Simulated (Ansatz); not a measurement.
System: WS2 (Tungstenite).

The database entry behind the starting cell differs from later determinations by our own check (an axis about 1.4 % long against later determinations), so it need not match the best structure at ambient conditions.

It takes space group P6_3/mmc (No. 194, hexagonal). The conventional cell has a = 3.180 Å, b = 3.180 Å, c = 12.500 Å, α = 90.00°, β = 90.00°, γ = 120.00°. Nearest to W lie 6 S at 2.41 Å. S has 3 W at 2.41 Å nearest. Farther neighbours and most contacts between anions are not listed.

```cif
data_structure
_symmetry_space_group_name_H-M 'P 1'
_symmetry_Int_Tables_number 1
_cell_length_a 3.1800
_cell_length_b 3.1800
_cell_length_c 12.5000
_cell_angle_alpha 90.000
_cell_angle_beta 90.000
_cell_angle_gamma 120.000
_cell_volume 109.47
loop_
_atom_site_label
_atom_site_type_symbol
_atom_site_fract_x
_atom_site_fract_y
_atom_site_fract_z
_atom_site_occupancy
W1 W 0.33333 0.66667 0.25000 1
W2 W 0.66667 0.33333 0.75000 1
S3 S 0.33333 0.66667 0.62500 1
S4 S 0.66667 0.33333 0.12500 1
S5 S 0.33333 0.66667 0.87500 1
S6 S 0.66667 0.33333 0.37500 1
```

The cell and positions come from the Crystallography Open Database and are kept as given unless a step says otherwise. Spin-orbit coupling is left out unless a run names it. PAW set soft_2, made with PBE.

Gaps computed with Ansatz 0.2.0 without a self-energy: PBE 1.05 eV, HSE06 1.58 eV and PBE0 2.24 eV. The mean ε∞ by PBE perturbation theory is 11.06.

Q: Estimate the G0W0@PBE gap with 6×6×2 mesh, 703 empty bands, screening to 200 eV, default PAW files.

About 1.46 eV: on its mesh the run moves the gap from 1.05 eV by +0.41 eV. Among the scalar-relativistic levels given, HSE06 is nearest (+0.12 eV). One-shot corrections scale roughly with one over ε∞, here 0.09. Bands and cutoff are finite, so the gap is not at the basis limit. The miss can reach some tenths of an eV and take either sign; the mesh is an error of its own. The many-body steps are scalar-relativistic: spin-orbit coupling is not in them.

[Paths, hosts, dates, memory and timing lines, banners, echoed tables and standing remarks are left out of the program output.]

[Logs are printed without paths, hosts, clocks, repeated set-up lines and the standing remarks that a program may print on its own settings, such as how far it seeks lower states.]

[Runs of the session that timed out or met a known fault of the program may be left out.]

[Cells called generated may have been cut or substituted from an entry of the Crystallography Open Database or the Materials Project.]

[Hosts, paths, dates, database ids (printed as entryN), source tags and the programs' standing remarks are cut or masked in the printed files.]
